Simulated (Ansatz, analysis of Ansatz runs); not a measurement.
# Migration barrier of interstitial H in fcc Cu, hop from an octahedral to the next tetrahedral site (LDA)

Aim: the migration barrier of interstitial H in fcc Cu, hop from an octahedral to the next tetrahedral site, to be set beside the measurement. Set-up: LDA, 32-site cell, LDA lattice, 420 eV, k: 4x4x4 Gamma-centred. The model is a cell of 32 host atoms with 1 H put in. The barrier is the energy of the highest image of a climbing band over the relaxed site that the atom leaves. A local or semilocal functional is the cheapest first rung.

What was measured. Migration barrier: 0.375 eV, by permeation and other diffusion measurements (T > 250 K); average of cited values (quoted in “Explainable Machine Learning for Hydrogen Diffusion in Metals and Random Binary Alloys”, 2023, G. M. Lu et al., quoting earlier work (1986)). The calculation is set beside it at the end.

Calculated with Ansatz 0.2.0; plane-wave PAW DFT, LDA; relaxation of all atoms of a defect supercell.

**1. The starting structure**

The cell holds 33 atoms: 32 Cu and 1 H. Cell: a = 7.038 Å, b = 7.038 Å, c = 7.038 Å, α = 90.0°, β = 90.0°, γ = 90.0°. It derives from Cu (space group Fm-3m). Nearest the centre at fractional (0.750, 0.500, 0.500): H33 at 0.00 Å, Cu13 at 1.76 Å, Cu31 at 1.76 Å, Cu24 at 1.76 Å, Cu27 at 1.76 Å, Cu29 at 1.76 Å, Cu32 at 1.76 Å, Cu10 at 3.05 Å.

The host's primitive cell comes from a first run (plane-wave PAW DFT, LDA; relaxation of the host's cell and atoms): vectors of 2.488, 2.488 and 2.488 Å. That is 10.89 Å³ an atom, 7.8 % under the diffraction cell's volume. The supercell is built on it.

**2. Relaxation, charge 0**

A barrier counts from a true minimum, so both ends of the jump are relaxed first.

Input file start/input.yaml:

```yaml
relax:
  f_tol: 0.02
  max_steps: 80
  escape_saddle: false
crystal:
  lattice:
    - [7.03751015, 0.0, 0.0]
    - [0.0, 7.03751015, 0.0]
    - [0.0, 0.0, 7.03751015]
  atoms:
    - { symbol: Cu, position: [0.0, 0.0, 0.0] }
    - { symbol: Cu, position: [0.0, 0.25, 0.25] }
    - { symbol: Cu, position: [0.25, 0.0, 0.25] }
    - { symbol: Cu, position: [0.25, 0.25, 0.0] }
    - { symbol: Cu, position: [0.0, 0.0, 0.5] }
    - { symbol: Cu, position: [0.0, 0.25, 0.75] }
    - { symbol: Cu, position: [0.25, 0.0, 0.75] }
    - { symbol: Cu, position: [0.25, 0.25, 0.5] }
    - { symbol: Cu, position: [0.0, 0.5, 0.0] }
    - { symbol: Cu, position: [0.0, 0.75, 0.25] }
    - { symbol: Cu, position: [0.25, 0.5, 0.25] }
    - { symbol: Cu, position: [0.25, 0.75, 0.0] }
    - { symbol: Cu, position: [0.0, 0.5, 0.5] }
    - { symbol: Cu, position: [0.0, 0.75, 0.75] }
    - { symbol: Cu, position: [0.25, 0.5, 0.75] }
    - { symbol: Cu, position: [0.25, 0.75, 0.5] }
    - { symbol: Cu, position: [0.5, 0.0, 0.0] }
    - { symbol: Cu, position: [0.5, 0.25, 0.25] }
    - { symbol: Cu, position: [0.75, 0.0, 0.25] }
    - { symbol: Cu, position: [0.75, 0.25, 0.0] }
    - { symbol: Cu, position: [0.5, 0.0, 0.5] }
    - { symbol: Cu, position: [0.5, 0.25, 0.75] }
    - { symbol: Cu, position: [0.75, 0.0, 0.75] }
    - { symbol: Cu, position: [0.75, 0.25, 0.5] }
    - { symbol: Cu, position: [0.5, 0.5, 0.0] }
    - { symbol: Cu, position: [0.5, 0.75, 0.25] }
    - { symbol: Cu, position: [0.75, 0.5, 0.25] }
    - { symbol: Cu, position: [0.75, 0.75, 0.0] }
    - { symbol: Cu, position: [0.5, 0.5, 0.5] }
    - { symbol: Cu, position: [0.5, 0.75, 0.75] }
    - { symbol: Cu, position: [0.75, 0.5, 0.75] }
    - { symbol: Cu, position: [0.75, 0.75, 0.5] }
    - { symbol: H, position: [0.75, 0.5, 0.5] }
basis:
  ecutwfc: 420
  xc_grid: 2
hamiltonian:
  xc: lda
kpoints:
  mp_grid: { grid: [4, 4, 4] }
scf:
  occupations: { method: methfessel_paxton, width: 0.1 }
  max_iter: 120
output:
  forces: true
checkpoint:
  write: "../start.run"
  compress: false
  write_wavefunctions: true
  write_every: 100000
```

On the command line:

```
> ansatz run input.yaml --threads 4 --pin off --max-ram 14131MiB --backend cpu --events-out ev --progress --plain --runs-dir out
```

Numbers of over 12 decimals in the logs are rounded to 6 here.

The log of the run:

```text
[... repeated set-up lines and file paths are left out, and long positions are rounded to six places ...]
Engine: ansatz 0.2.0, aarch64-unknown-linux-gnu
Pseudopotentials: kind: paw
Pseudopotential: Cu, paw, valence charge 19, recommended cutoff 420 eV (normal), Cu.paw.azcp
Pseudopotential: H, paw, valence charge 1, recommended cutoff 420 eV (normal), H.paw.azcp
Functional definition: SPW92
  exchange = slater_x
  correlation = pw_c
Crystal: 33 atoms, lattice volume = 348.544 Å³
Basis set: ecut = 420 eV, 6859 PW (Γ), exchange–correlation on 96×96×96 points (8 copies of the dense FFT grid, shifted against one another)
Bands: 366, of which v1, the nominal top of the filled ones, is band 305 counted from 1 (304 counted from 0)
Symmetry: 48 space group operations
Space group: Pm-3m (ITA 221), of the structure as read, at distance tolerance 7.0e-5 Å
k-points: 10 of 64
Non-local potential: Cu, projectors of the file, l = 0: 3, l = 1: 2, l = 2: 3, l = 3: 1
Non-local potential: H, projectors of the file, l = 0: 2, l = 1: 1
PAW form: soft (Blöchl's): semilocal exchange-correlation on the pseudo side does not see the compensation charge
PAW frozen core: Cu, regenerated for the run's functional, and the local potential with it (the file was generated under x = pbe(κ = 0.804, μ = 0.219515), c = pbe(β = 0.066725))
PAW one-centre angular grid: Cu, 590 points (default); XC on 64 Gauss nodes
PAW one-centre angular grid: H, 110 points (default); XC on 64 Gauss nodes
Initial density: superposition of atomic densities (neutral atoms: chi_scale 0, normalization atom), corrected by the library's trained network
Initial wavefunctions: pseudopotential atomic-orbital guess
Functional: x = slater, c = lda
SCF iter   1: F=—  HF=-209798.457560 eV  |F-HF|=—  |Δ(HF+E_count)|=         —  Δρ=2.15e-2  dr2=6.89e-1  ethr=1.77e-3  ⟨swp⟩=5.0  Hψ=11572  notcnv=0  defer=186
preconditioner: auto → Kerker (q_TF=auto, 2.994 Å⁻¹)  [metal: Δε(μ)=0.015 eV  Ē_g=10.810 eV  σ=0.100 eV  W_gap=0.12  n_scr=170 (ndim 8)  ℏωp=37.4 eV  f_vac=0.000  D(μ)=14.46/eV (n_scr^D=122)]
SCF iter   2: F=—  HF=-209798.269712 eV  |F-HF|=—  |Δ(HF+E_count)|=   1.88e-1  S|Δr|=    0.00e0  Δρ=2.82e-3  dr2=1.28e-2  ethr=1.13e-4  ⟨swp⟩=2.0  Hψ=5957  notcnv=0  defer=512
SCF iter   3: F=—  HF=-209798.263951 eV  |F-HF|=—  |Δ(HF+E_count)|=   5.76e-3  S|Δr|=    0.00e0  Δρ=2.53e-3  dr2=9.38e-3  ethr=2.11e-6  ⟨swp⟩=2.0  Hψ=5005  notcnv=0  defer=512
SCF iter   4: F=—  HF=-209798.261598 eV  |F-HF|=—  |Δ(HF+E_count)|=   2.35e-3  S|Δr|=    0.00e0  Δρ=7.07e-4  dr2=1.10e-3  ethr=1.54e-6  ⟨swp⟩=2.0  Hψ=4806  notcnv=0  defer=512
SCF iter   5: F=—  HF=-209798.261411 eV  |F-HF|=—  |Δ(HF+E_count)|=   1.87e-4  S|Δr|=    0.00e0  Δρ=3.08e-4  dr2=2.13e-4  ethr=1.80e-7  ⟨swp⟩=2.0  Hψ=4911  notcnv=0  defer=512
SCF iter   6: F=—  HF=-209798.261351 eV  |F-HF|=—  |Δ(HF+E_count)|=   5.98e-5  S|Δr|=    0.00e0  Δρ=1.12e-4  dr2=5.24e-5  ethr=3.50e-8  ⟨swp⟩=2.0  Hψ=6192  notcnv=0  defer=512
SCF iter   7: F=-209798.261345 eV  HF=-209798.261351 eV  |F-HF|=6.38e-6  |Δ(HF+E_count)|=   5.43e-7  S|Δr|=    0.00e0  Δρ=2.56e-5  dr2=6.63e-6  ethr=1.64e-9  ⟨swp⟩=2.3  Hψ=11301  notcnv=0
SCF 1 converged in 7 iterations: F = -209798.261345 eV  dr2 = 6.63e-6
  greatest PAW one-centre occupation: 1.000 electrons in one spin orbital (limit 2), on the Cu atom at site 31 (counted from 0), in its partial waves of l = 0
relax step   1: F+E_penalty+E_count = -209798.26134509 eV  Δ(F+E_penalty+E_count) = +0.000e0 eV  max|allowed force component| = 6.333e-1 eV/Å  Δτ_max = 0.0000 Å  (7 SCF iters, dr2 threshold 1.00e-5 eV, accepted)
[... the SCF cycles and remarks between the steps are left out from here to the last step ...]
relax step   2: F+E_penalty+E_count = -209798.30866020 eV  Δ(F+E_penalty+E_count) = -4.732e-2 eV  max|allowed force component| = 4.085e-1 eV/Å  Δτ_max = 0.0138 Å  (5 SCF iters, dr2 threshold 2.51e-5 eV, accepted)
relax step   3: F+E_penalty+E_count = -209798.34462368 eV  Δ(F+E_penalty+E_count) = -3.596e-2 eV  max|allowed force component| = 2.600e-2 eV/Å  Δτ_max = 0.0260 Å  (6 SCF iters, dr2 threshold 1.04e-5 eV, accepted)
SCF iter   1: F=—  HF=-209798.344368 eV  |F-HF|=—  |Δ(HF+E_count)|=         —  Δρ=3.12e-4  dr2=1.47e-4  ethr=2.42e-7  ⟨swp⟩=4.6  Hψ=7907  notcnv=0  defer=504
SCF iter   2: F=—  HF=-209798.344310 eV  |F-HF|=—  |Δ(HF+E_count)|=   5.78e-5  S|Δr|=    0.00e0  Δρ=1.79e-4  dr2=5.62e-5  ethr=2.42e-8  ⟨swp⟩=1.0  Hψ=4210  notcnv=0  defer=504
SCF iter   3: F=—  HF=-209798.344832 eV  |F-HF|=—  |Δ(HF+E_count)|=   5.22e-4  S|Δr|=    0.00e0  Δρ=2.59e-5  dr2=4.00e-6  ethr=9.23e-9  ⟨swp⟩=2.4  Hψ=6176  notcnv=0  defer=504
SCF iter   4: F=—  HF=-209798.344832 eV  |F-HF|=—  |Δ(HF+E_count)|=   2.79e-7  S|Δr|=    0.00e0  Δρ=1.25e-5  dr2=9.10e-7  ethr=6.57e-10  ⟨swp⟩=2.0  Hψ=4796  notcnv=0  defer=504
SCF iter   5: F=—  HF=-209798.344832 eV  |F-HF|=—  |Δ(HF+E_count)|=   1.93e-7  S|Δr|=    0.00e0  Δρ=5.57e-6  dr2=2.91e-7  ethr=1.49e-10  ⟨swp⟩=2.0  Hψ=5828  notcnv=0  defer=504
SCF iter   6: F=-209798.344832 eV  HF=-209798.344832 eV  |F-HF|=1.96e-8  |Δ(HF+E_count)|=   3.68e-8  S|Δr|=    0.00e0  Δρ=1.70e-6  dr2=2.02e-8  ethr=1.64e-11  ⟨swp⟩=3.7  Hψ=9881  notcnv=0
SCF 4 converged in 6 iterations: F = -209798.344832 eV  dr2 = 2.02e-8
relax step   4: F+E_penalty+E_count = -209798.34483187 eV  Δ(F+E_penalty+E_count) = -2.082e-4 eV  max|allowed force component| = 4.752e-4 eV/Å  Δτ_max = 0.0021 Å  (6 SCF iters, accepted)
NSCF: frozen V_eff on 10 k-points
the band table was solved once a step of the walk had ended and its energy, with any forces and stress, was formed, with the checks that follow a solve (11408 applications of the Hamiltonian). They found nothing against the state; [...]
SCF converged after 6 iterations
Stability not checked: this state was not tested for a lower state beside it, because cold or Methfessel-Paxton smearing, or corrected tetrahedra, fill the levels in a way that the test cannot read (fill_not_monotonic; see scf.lower_state_search)
Free energy (F): -209798.344832 eV
Harris-Foulkes:  -209798.344832 eV  (|F-HF|=1.96e-8)
Internal energy: -209798.342432 eV  (E = F + TS)
E sigma→0 (E₀):  -209798.344232 eV
Entropy (-TS):   -0.002400 eV (-0.073 meV/atom)
Fermi energy:    18.220408 eV
--- Per-component energies (eV) ---
  E_band       = -10638.173271
  E_kinetic    = 9668.827350
  E_local      = -124812.848811  (includes V_loc(G=0)·N_el)
  E_nonlocal   = 12595.370087
  E_hartree    = 55036.949536
  E_xc         = -2888.385433
  E_vxc        = -3746.579867  (∫ρ·V_xc dr)
  E_paw        = -50958.711644  (= ΣΔE_a)
  E_vpaw       = -14416.873232  (= ΣTr[D̂ρ^β])
  E_aug_tail   = 0.007542  (compensation charges beyond the density's cutoff)
  E_ewald      = -108453.940182
  E_core_change = 14.389122  (= ΣΔE_core)
  E_smearing   = -0.002400  (= −TS)
  E_closure    = -0.000000  (closes the sum)
  Σ components = -209798.344832   (vs F -209798.344832, Δ=0.00e0)
--- Forces (eV/Å), atoms counted from 1 ---
  atom   1  Cu     0.00025739     0.00000000     0.00000000
  atom   2  Cu    -0.00002220     0.00002220     0.00002220
  atom   3  Cu    -0.00000000     0.00000000    -0.00025739
  atom   4  Cu     0.00000000    -0.00025739     0.00000000
  atom   5  Cu    -0.00047524    -0.00000000     0.00000000
  atom   6  Cu    -0.00002220     0.00002220    -0.00002220
  atom   7  Cu    -0.00000000     0.00000000     0.00025739
  atom   8  Cu     0.00000000     0.00047524     0.00000000
  atom   9  Cu    -0.00047524    -0.00000000    -0.00000000
  atom  10  Cu    -0.00002220    -0.00002220     0.00002220
  atom  11  Cu    -0.00000000     0.00000000     0.00047524
  atom  12  Cu    -0.00000000     0.00025739     0.00000000
  atom  13  Cu    -0.00003794    -0.00000000     0.00000000
  atom  14  Cu    -0.00002220    -0.00002220    -0.00002220
  atom  15  Cu     0.00000000     0.00000000    -0.00047524
  atom  16  Cu    -0.00000000    -0.00047524     0.00000000
  atom  17  Cu    -0.00025739     0.00000000     0.00000000
  atom  18  Cu     0.00002220     0.00002220     0.00002220
  atom  19  Cu    -0.00000000    -0.00000000     0.00047524
  atom  20  Cu    -0.00000000     0.00047524     0.00000000
  atom  21  Cu     0.00047524    -0.00000000     0.00000000
  atom  22  Cu     0.00002220     0.00002220    -0.00002220
  atom  23  Cu    -0.00000000     0.00000000    -0.00047524
  atom  24  Cu    -0.00000000     0.00003794     0.00000000
  atom  25  Cu     0.00047524     0.00000000     0.00000000
  atom  26  Cu     0.00002220    -0.00002220     0.00002220
  atom  27  Cu     0.00000000    -0.00000000     0.00003794
  atom  28  Cu     0.00000000    -0.00047524    -0.00000000
  atom  29  Cu     0.00003794     0.00000000     0.00000000
  atom  30  Cu     0.00002220    -0.00002220    -0.00002220
  atom  31  Cu     0.00000000     0.00000000    -0.00003794
  atom  32  Cu     0.00000000    -0.00003794     0.00000000
  atom  33  H      0.00000000    -0.00000000     0.00000000
  max |Σ_I F_I| component: 7.76e-18 eV/Å
--- Band table (eV; the first three rows and the last of 10) ---
  k-point 0: bands = ["-93.8674", "-93.8619", "-93.8619", "-93.8619", [... 358 left out ...] "29.6128", "29.7180", "29.7180", "29.7180"]
  k-point 1: bands = ["-93.8673", "-93.8620", "-93.8619", "-93.8619", [... 358 left out ...] "30.6147", "30.6147", "30.8855", "31.0393"]
  [... further k-points left out ...]
--- Relaxed structure (4 steps of the walk, 4 accepted, 0 SCFs on fresh bases) ---
  F+E_penalty+E_count = -209798.34483187 eV   max|allowed force component| = 4.752e-4 eV/Å
  atoms:
    - { symbol: Cu, position: [0.000365, 0, 0] }
    - { symbol: Cu, position: [0.000997, 0.249003, 0.249003] }
    - { symbol: Cu, position: [0.25, 0, 0.249635] }
    - { symbol: Cu, position: [0.25, 0.249635, 0] }
    - { symbol: Cu, position: [0.001176, 0, 0.5] }
    - { symbol: Cu, position: [0.000997, 0.249003, 0.750997] }
    - { symbol: Cu, position: [0.25, 0, 0.750365] }
    - { symbol: Cu, position: [0.25, 0.248824, 0.5] }
    - { symbol: Cu, position: [0.001176, 0.5, 0] }
    - { symbol: Cu, position: [0.000997, 0.750997, 0.249003] }
    - { symbol: Cu, position: [0.25, 0.5, 0.248824] }
    - { symbol: Cu, position: [0.25, 0.750365, 0] }
    - { symbol: Cu, position: [0.005968, 0.5, 0.5] }
    - { symbol: Cu, position: [0.000997, 0.750997, 0.750997] }
    - { symbol: Cu, position: [0.25, 0.5, 0.751176] }
    - { symbol: Cu, position: [0.25, 0.751176, 0.5] }
    - { symbol: Cu, position: [0.499635, 0, 0] }
    - { symbol: Cu, position: [0.499003, 0.249003, 0.249003] }
    - { symbol: Cu, position: [0.75, 0, 0.248824] }
    - { symbol: Cu, position: [0.75, 0.248824, 0] }
    - { symbol: Cu, position: [0.498824, 0, 0.5] }
    - { symbol: Cu, position: [0.499003, 0.249003, 0.750997] }
    - { symbol: Cu, position: [0.75, 0, 0.751176] }
    - { symbol: Cu, position: [0.75, 0.244032, 0.5] }
    - { symbol: Cu, position: [0.498824, 0.5, 0] }
    - { symbol: Cu, position: [0.499003, 0.750997, 0.249003] }
    - { symbol: Cu, position: [0.75, 0.5, 0.244032] }
    - { symbol: Cu, position: [0.75, 0.751176, 0] }
    - { symbol: Cu, position: [0.494032, 0.5, 0.5] }
    - { symbol: Cu, position: [0.499003, 0.750997, 0.750997] }
    - { symbol: Cu, position: [0.75, 0.5, 0.755968] }
    - { symbol: Cu, position: [0.75, 0.755968, 0.5] }
    - { symbol: H, position: [0.75, 0.5, 0.5] }
```

Wall time 1.9 min (4 threads of Arm Neoverse V1, shared host); peak memory 3.2 GiB; 7.5 min of CPU time.

The steps of the relaxation:

```
step  energy less that of the first step (eV)  largest force component (eV/Å)
   1                                   0.0000                          0.6333
   2                                  -0.0473                          0.4085
   3                                  -0.0833                          0.0260
   4                                  -0.0835                          0.0005
```

The run keeps the 48 symmetry operations that it works with, so distortions that break them were not tested.

The atoms that moved most (Å):

```
atom      dx      dy      dz  length
Cu31   0.000   0.000   0.042   0.042
Cu32   0.000   0.042   0.000   0.042
Cu27   0.000   0.000  -0.042   0.042
Cu24   0.000  -0.042   0.000   0.042
Cu13   0.042   0.000   0.000   0.042
Cu29  -0.042   0.000   0.000   0.042
 Cu2   0.007  -0.007  -0.007   0.012
Cu18  -0.007  -0.007  -0.007   0.012
```

Neighbours of H33 at the end:

```
atom  distance (Å)
Cu29         1.801
Cu24         1.801
Cu13         1.801
Cu31         1.801
Cu32         1.801
Cu27         1.801
Cu10         3.059
Cu26         3.059
Cu22         3.059
Cu18         3.059
 Cu6         3.059
Cu14         3.059
Cu30         3.059
 Cu2         3.059
```

Numbers from this step:

```yaml
free_energy: -209798.3448 eV
smearing_term_ts: 0.002400 eV
```

The series, run alike:

```
                 run    outcome  energy less the first (eV)  moment (μB)     time
relaxation, charge 0  converged                      0.0000         0.00  1.9 min
relaxation, charge 0  converged                      0.2568         0.00  3.4 min
```

The relaxation ends 2.5 meV an atom lower, with a largest force component of 4.7e-4 eV/Å.

[end of part 1 of 2]

[Logs are printed without paths, hosts, clocks, repeated set-up lines and the standing remarks that a program may print on its own settings, such as how far it seeks lower states.]

[Hosts, paths, dates, database ids (printed as entryN), source tags and the programs' standing remarks are cut or masked in the printed files.]

[For some hosts the program warned that the k-mesh of the response run may be too coarse for force constants and the static dielectric constant; such warnings are not shown here.]
